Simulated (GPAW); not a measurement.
**Near-edge structure at the N K edge of wurtzite (GaN)₁₋ₓ(AlN)ₓ at x = 0.875**

What does the N K edge look like in wurtzite (GaN)₁₋ₓ(AlN)ₓ at x = 0.875?

Method: X-ray absorption from dipole matrix elements to empty bands, plane-wave PAW LDA, in GPAW 26.7.0.

## 1. Starting point

The cell holds 16 atoms: 7 Al, 8 N and 1 Ga. Its edges and angles: a = 6.243 Å, b = 5.407 Å, c = 5.007 Å, α = 90.0°, β = 90.0°, γ = 90.0°. 16-atom wurtzite cell, 7 of 8 Ga sites taken by Al at random, lattice constants typed for the ends and interpolated (Vegard).

As a file:

```xyz
16
Lattice="6.2432 0.0000 0.0000 0.0000 5.4068 0.0000 0.0000 0.0000 5.0074" Properties=species:S:1:pos:R:3 pbc="T T T"
Al    6.2296    0.0160    4.9882
N     0.0176    1.7956    0.6037
Al    0.0109    1.8008    2.5125
N     0.0207    0.0098    3.1054
Al    1.5587    2.7361    5.0061
N     1.5724    4.4980    0.5876
Al    1.5681    4.4965    2.5031
N     1.5487    2.6885    3.1098
Al    3.1147    5.4064    0.0198
N     3.1280    1.7910    0.6069
Al    3.1232    1.8111    2.5033
N     3.1482    0.0087    3.1043
Al    4.6801    2.7072    4.9977
N     4.6658    4.5190    0.6036
Ga    4.6744    4.4955    2.5068
N     4.6731    2.7080    3.1134
```

## 2. Relaxation

The cell was built by hand, so its atoms are relaxed first: near-edge features follow bond lengths closely.

relax.py

```python
import numpy as np
from ase import Atoms
from ase.parallel import parprint, paropen
from gpaw import GPAW, PW, FermiDirac, Mixer, MixerDif, setup_paths
from ase.optimize import BFGS

atoms = Atoms('AlNAlNAlNAlNAlNAlNAlNGaN',
    cell=[[6.24325, 0, 0],
     [0, 5.406813, 0],
     [0, 0, 5.007375]],
    scaled_positions=[[0.997809, 0.002951, 0.996166],
     [0.002813, 0.332105, 0.120569],
     [0.001739, 0.333056, 0.501762],
     [0.003312, 0.001818, 0.620171],
     [0.249666, 0.506045, 0.999747],
     [0.251856, 0.831918, 0.117341],
     [0.251164, 0.831638, 0.499891],
     [0.24806, 0.497246, 0.62105],
     [0.498896, 0.999928, 0.003949],
     [0.501014, 0.331244, 0.1212],
     [0.500258, 0.334961, 0.499923],
     [0.50426, 0.001612, 0.619946],
     [0.749619, 0.500694, 0.998061],
     [0.747341, 0.835792, 0.120541],
     [0.748709, 0.831459, 0.500622],
     [0.748504, 0.500848, 0.621758]],
    pbc=True)
atoms.calc = GPAW(legacy_gpaw=True, mode=PW(500, force_complex_dtype=True), xc='LDA', setups={},
    kpts={'size': (3, 3, 3), 'gamma': True}, occupations=FermiDirac(0.08),
    charge=0, mixer=Mixer(0.1, 5, 50), maxiter=150,
    convergence={'density': 0.0001, 'eigenstates': 1e-6}, txt='relax.txt')
steps = []
opt = BFGS(atoms, logfile='-')
opt.attach(lambda: steps.append([atoms.get_potential_energy(), float(np.linalg.norm(atoms.get_forces(), axis=1).max())]))
done = opt.run(fmax=0.05, steps=30)
out = dict(done=bool(done), steps=steps, frac=atoms.get_scaled_positions().tolist())
import json
with paropen('out.json', 'w') as f:
    json.dump(out, f)
```

Run with:

```bash
$ OMP_NUM_THREADS=1 mpirun -n 4 gpaw python relax.py
```

Numbers of over 12 decimals in the logs are rounded to 6 here.

What it wrote:

```text
Input parameters:
  convergence: {density: 0.0001,
                eigenstates: 1e-06}
  kpts: {gamma: True,
         size: (3, 3, 3)}
  maxiter: 150
  mixer: {backend: pulay,
          beta: 0.1,
          method: separate,
          nmaxold: 5,
          weight: 50}
  mode: {ecut: 500.0,
         force_complex_dtype: True,
         name: pw}
  occupations: {fixmagmom: False,
                name: fermi-dirac,
[...]
14 Ga   -0.00141   -0.00333   -0.02515
 15 N     0.00571    0.00199   -0.01755
Step     Time          Energy          fmax
BFGS:    0 02:17:46     -123.540708        2.039699
BFGS:    1 02:17:54     -123.696055        1.086780
BFGS:    2 02:18:02     -123.786710        0.237222
BFGS:    3 02:18:08     -123.792131        0.158318
BFGS:    4 02:18:13     -123.795116        0.089114
BFGS:    5 02:18:18     -123.796279        0.057008
BFGS:    6 02:18:23     -123.796706        0.037654
[key lines of the parts left out:]
Converged after 5 iterations.
Dipole moment: (-4.433192, 1.265426, -7.273172) |e|*Ang
Free energy:   -123.796706
Fermi level: 7.83189
```

Elapsed: 55 s, on 4 MPI ranks of INTEL XEON PLATINUM 8581C at 2.10GHz (Emerald Rapids), shared host; peak memory 0.28 GiB.

In 6 steps the energy fell by 256 meV (energies extrapolated to zero smearing) and the largest force to 0.038 eV/Å. Atom 12 (N; the text counts from 1, the script from 0) is among those that moved most, by 0.08 Å.

## 3. The field without a hole

The ground state comes first: it tells whether the system has a gap, which decides how the excited electron is treated.

scf.py

```python
import numpy as np
from ase import Atoms
from ase.parallel import parprint, paropen
from gpaw import GPAW, PW, FermiDirac, Mixer, MixerDif, setup_paths
from gpaw.test import gen
setup_paths.insert(0, '.')
gen('N', name='nch1s', xcname='LDA', corehole=(1, 0, 0), write_xml=True)
from gpaw.mpi import world
world.barrier()

atoms = Atoms('AlNAlNAlNAlNAlNAlNAlNGaN',
    cell=[[6.24325, 0, 0],
     [0, 5.406813, 0],
     [0, 0, 5.007375]],
    scaled_positions=[[0.002035, 0.0015342, 0.0007886],
     [0.000695, 0.3338875, 0.1207723],
     [0.0023944, 0.3337892, 0.5002879],
     [0.0087849, 0.0047937, 0.6227179],
     [0.2501583, 0.5008672, 0.0008604],
     [0.2500442, 0.8329559, 0.1209818],
     [0.2507165, 0.8325444, 0.5000861],
     [0.2503383, 0.5016358, 0.6202775],
     [0.4980644, 0.0016055, 0.0011354],
     [0.4996517, 0.334016, 0.1211407],
     [0.4982496, 0.3337994, 0.5007076],
     [0.4926733, 0.0047076, 0.6229298],
     [0.7502305, 0.4977314, 0.0011645],
     [0.750027, 0.8337093, 0.1060489],
     [0.7506385, 0.8335342, 0.5005528],
     [0.7503204, 0.4888633, 0.622688]],
    pbc=True)
atoms.calc = calc = GPAW(legacy_gpaw=True, mode=PW(500, force_complex_dtype=True), xc='LDA', setups={1: 'nch1s'},
    kpts={'size': (4, 5, 5), 'gamma': True}, occupations=FermiDirac(0.05),
    charge=0, mixer=Mixer(0.1, 5, 50), maxiter=150,
    convergence={'density': 0.0001, 'eigenstates': 1e-6}, txt='scf.txt')
energy = atoms.get_potential_energy() + calc.get_reference_energy()
ef = calc.get_fermi_level()
out = dict(energy=energy, fermi=ef, forces=atoms.get_forces().tolist())
parprint(f'all-electron energy {energy:.4f} eV, Fermi level {ef:.4f} eV')
ev = np.array([[calc.get_eigenvalues(k, s) for k in range(len(calc.get_ibz_k_points()))] for s in range(calc.get_number_of_spins())])
out['homo'], out['lumo'], out['counts'] = ev[ev < ef].max(), ev[ev > ef].min(), sorted(set((ev < ef).sum((0, 2)).tolist()))
out['filled'] = (ev[:, 0] < ef).sum(1).tolist()
import json
with paropen('out.json', 'w') as f:
    json.dump(out, f)
```

Run with:

```bash
$ OMP_NUM_THREADS=1 mpirun -n 4 gpaw python scf.py
```

What it wrote:

```text
Input parameters:
  convergence: {density: 0.0001,
                eigenstates: 1e-06}
  kpts: {gamma: True,
         size: (4, 5, 5)}
  maxiter: 150
  mixer: {backend: pulay,
          beta: 0.1,
          method: separate,
          nmaxold: 5,
          weight: 50}
  mode: {ecut: 500.0,
         force_complex_dtype: True,
         name: pw}
  occupations: {fixmagmom: False,
                name: fermi-dirac,
                width: 0.05}
  setups: {1: nch1s}

Initialize ...

[... PAW data sets ...]

Reference energy: -110624.000803  # eV

Spin-paired calculation

[... convergence settings ...]
Symmetries present (total): 1
  [... symmetry matrices ...]

100 k-points: 4 x 5 x 5 Monkhorst-Pack grid + [1/8,0.000000,0.000000]
51 k-points in the irreducible part of the Brillouin zone
       k-points in crystal coordinates                weights
   0:     0.00000000    0.00000000    0.00000000          1/100
   1:     0.00000000    0.00000000    0.20000000          2/100
   2:     0.00000000    0.00000000    0.40000000          2/100
   3:     0.00000000    0.20000000   -0.40000000          2/100
   4:     0.00000000    0.20000000   -0.20000000          2/100
   5:     0.00000000    0.20000000    0.00000000          2/100
   6:     0.00000000    0.20000000    0.20000000          2/100
   7:     0.00000000    0.20000000    0.40000000          2/100
   8:     0.00000000    0.40000000   -0.40000000          2/100
   9:     0.00000000    0.40000000   -0.20000000          2/100
          ...
  50:     0.50000000    0.40000000    0.40000000          2/100

Wave functions: Plane wave expansion
  Cutoff energy: 500.000 eV
  Number of coefficients (min, max): 4258, 4308
  Pulay-stress correction: 0.000000 eV/Ang^3 (de/decut=0.000000)
  Using FFTW library
  Wavefunction extrapolation:
    Improved wavefunction reuse through dual PAW basis

Occupation numbers: Fermi-Dirac:
  width: 0.0500  # eV

Eigensolver
   Davidson(niter=2)

Densities:
  Coarse grid: 35*28*27 grid
  Fine grid: 70*56*54 grid
  Total Charge: 0.000000

Density mixing:
  Method: separate
  Backend: pulay
  Linear mixing parameter: 0.1
  old densities: 5
  Width of damping distribution: 1.1
  Damping of long wavelength oscillations: 50

[... Hamiltonian set-up ...]
Number of atoms: 16
Number of atomic orbitals: 64
Number of bands in calculation: 43
Number of valence electrons: 64
Bands to converge: occupied

... initialized

Initializing position-dependent things.

Density initialized from atomic densities
Creating initial wave functions:
  43 bands from LCAO basis set

Positions:
   0 Al     0.012705    0.008295    0.003949    ( 0.0000,  0.0000,  0.0000)
   1 N      0.004339    1.805267    0.604752    ( 0.0000,  0.0000,  0.0000)
   2 Al     0.014949    1.804736    2.505129    ( 0.0000,  0.0000,  0.0000)
   3 N      0.054846    0.025919    3.118182    ( 0.0000,  0.0000,  0.0000)
   4 Al     1.561801    2.708095    0.004308    ( 0.0000,  0.0000,  0.0000)
   5 N      1.561088    4.503637    0.605801    ( 0.0000,  0.0000,  0.0000)
   6 Al     1.565286    4.501412    2.504119    ( 0.0000,  0.0000,  0.0000)
[...]
13 N      4.682606    4.507710    0.531027    ( 0.0000,  0.0000,  0.0000)
  14 Ga     4.686424    4.506764    2.506456    ( 0.0000,  0.0000,  0.0000)
  15 N      4.684438    2.643192    3.118032    ( 0.0000,  0.0000,  0.0000)

Unit cell:
           periodic     x           y           z      points  spacing
  1. axis:    yes    6.243250    0.000000    0.000000    35     0.1784
  2. axis:    yes    0.000000    5.406813    0.000000    28     0.1931
  3. axis:    yes    0.000000    0.000000    5.007375    27     0.1855

  Lengths:   6.243250   5.406813   5.007375
  Angles:   90.000000  90.000000  90.000000

Effective grid spacing dv^(1/3) = 0.1855

iter:   1  -139.125369
iter:   2  -131.980684   -0.99  -0.56
iter:   3  -124.082449   -0.40  -0.67
iter:   4  -124.033517   -1.18  -1.08
iter:   5  -123.801715   -2.16  -1.40
iter:   6  -123.799605   -3.57  -2.37
iter:   7  -123.798839c  -4.26  -2.44
iter:   8  -123.803880c  -3.17  -2.56
iter:   9  -123.798331c  -3.30  -2.41
iter:  10  -123.797648c  -4.81  -2.87
iter:  11  -123.797673c  -4.95  -3.34
iter:  12  -123.797592c  -5.44  -3.36
iter:  13  -123.797590c  -6.20c -3.87
iter:  14  -123.797588c  -7.74c -4.03c

Converged after 14 iterations.

Dipole moment: (-4.433832, 1.266066, -7.274516) |e|*Ang

Energy contributions relative to reference atoms: (reference = -110624.000803)

Kinetic:       +125.972326
Potential:     -102.598248
External:        +0.000000
XC:            -146.649829
Entropy (-ST):   -0.000000
Local:           -0.521837
SIC:             +0.000000
--------------------------
Free energy:   -123.797588
Extrapolated:  -123.797588

Showing only first 2 kpts
 Kpt  Band  Eigenvalues  Occupancy
  0    30      5.76067    2.00000
  0    31      5.91054    2.00000
  0    32      9.72015    0.00000
  0    33     11.35793    0.00000

  1    30      5.66935    2.00000
  1    31      5.69153    2.00000
  1    32     10.34036    0.00000
  1    33     10.97050    0.00000

Fermi level: 7.73003

Gap: 3.810 eV
Transition (v -> c):
  (s=0, k=0, n=31, [0.00, 0.00, 0.00]) -> (s=0, k=0, n=32, [0.00, 0.00, 0.00])
No difference between direct/indirect transitions

Forces in eV/Ang:
  0 Al   -0.00964   -0.02675    0.00354
  1 N     0.02471   -0.01024    0.00589
  2 Al   -0.00832   -0.00647    0.01752
  3 N    -0.03721   -0.00769   -0.00163
  4 Al    0.00559   -0.00076    0.01651
  5 N     0.01148   -0.01817    0.00215
  6 Al   -0.01378    0.01476    0.01434
[...]
13 N     0.01407   -0.02294    0.01681
 14 Ga   -0.00084   -0.00240   -0.02630
 15 N     0.00666    0.00381   -0.02301
Scalar-relativistic atomic LDA calculation for N (Nitrogen, Z=7)
Core hole in 1s state (1s occupation: 2.0)
300 radial gridpoints.
|------------------------------------------------|
|------------------------------------------------|
[... the atom generator's iteration count ...]

Energy contributions:
-------------------------
Kinetic:      +53.816217
XC:            -6.142385
Potential:   -101.727472
-------------------------
Total:        -54.053639

state      eigenvalue         ekin         rmax
-----------------------------------------------
1s^2.0 :   -14.019608    21.782698        0.149
2s^2.0 :    -0.676924     2.368146        1.016
2p^3.0 :    -0.265967     1.838177        0.965
-----------------------------------------------
(units: Bohr and Hartree)

Generating PAW setup
Kinetic energy of the core from tauc = 43.592016
Cutoffs:
rc(s)=1.140
rc(p)=1.000
rc(d)=1.090
rc(vbar)=1.120
rc(comp)=1.090
rc(nct)=1.140

Kinetic energy of the core states: 43.565395
Charge: 0.0
Core electrons: 2.0
Valence electrons: 5.0
Pseudo-core charge: 0.013034
Shape function alpha=8.417
Pseudo-electron charge 5.012684
state    eigenvalue         norm
--------------------------------
2s(2) :    -0.676924     1.071713
*s    :     0.323076
2p(3) :    -0.265967     0.952074
*p    :     0.734033
*d    :     0.000000
--------------------------------

Diagonalizing with gridspacing h=0.050

state   all-electron     PAW
-------------------------------
2s:      -0.676924    -0.677975
2p:      -0.265967    -0.268121
*d:                    0.048644
*f:                    0.076426
-------------------------------
all-electron energy -110747.7984 eV, Fermi level 7.7300 eV
```

The job ended after 39 s (4 MPI ranks; peak memory 0.33 GiB).

The mesh shows a gap of 3.81 eV. The excited electron is kept all the same, so that all members of the series, with or without a gap, are treated alike.

## 4. Cell without a hole, the energy reference

The photon energy needs a difference of total energies, so the cell and mesh of the coming hole run are first run without a hole.

scf.py, as its differences from that of step 3:

```diff
@@ -32,3 +32,3 @@
 atoms.calc = calc = GPAW(legacy_gpaw=True, mode=PW(500, force_complex_dtype=True), xc='LDA', setups={1: 'nch1s'},
-    kpts={'size': (4, 5, 5), 'gamma': True}, occupations=FermiDirac(0.05),
+    kpts={'size': (3, 3, 3), 'gamma': True}, occupations=FermiDirac(0.02),
     charge=0, mixer=Mixer(0.1, 5, 50), maxiter=150,
```

What it wrote:

```text
Input parameters:
  convergence: {density: 0.0001,
                eigenstates: 1e-06}
  kpts: {gamma: True,
         size: (3, 3, 3)}
  maxiter: 150
  mixer: {backend: pulay,
          beta: 0.1,
          method: separate,
          nmaxold: 5,
          weight: 50}
  mode: {ecut: 500.0,
         force_complex_dtype: True,
         name: pw}
  occupations: {fixmagmom: False,
                name: fermi-dirac,
[...]
2s(2) :    -0.676924     1.071713
*s    :     0.323076
2p(3) :    -0.265967     0.952074
*p    :     0.734033
*d    :     0.000000
--------------------------------

Diagonalizing with gridspacing h=0.050

state   all-electron     PAW
-------------------------------
2s:      -0.676924    -0.677975
2p:      -0.265967    -0.268121
*d:                    0.048644
*f:                    0.076426
-------------------------------
all-electron energy -110747.7975 eV, Fermi level 6.6444 eV
[key lines of the parts left out:]
Converged after 15 iterations.
Dipole moment: (-4.433667, 1.265203, -7.272785) |e|*Ang
Free energy:   -123.796705
Fermi level: 6.64444
```

The job ended after 15 s (4 MPI ranks; peak memory 0.27 GiB; 60 s of CPU time).

Reference energy: -110747.798 eV with the cores included.

[end of part 1 of 3]

[Banner, clock and machine lines of the logs are left out without a mark of their own.]

[Logs are printed without paths, hosts, clocks, repeated set-up lines and the standing remarks that a program may print on its own settings, such as how far it seeks lower states.]

[Hosts, paths, dates, database ids (printed as entryN), source tags and the programs' standing remarks are cut or masked in the printed files.]

[Lists of maxima count a maximum above −3 eV only where it reaches 4 % of the highest in the window and stands out from its surroundings by 2 % of it (1.5 % where it reaches 55 %); shoulders and weaker maxima are passed over, and of the rest the first, up to two pre-edge ones and the few strongest are named.]
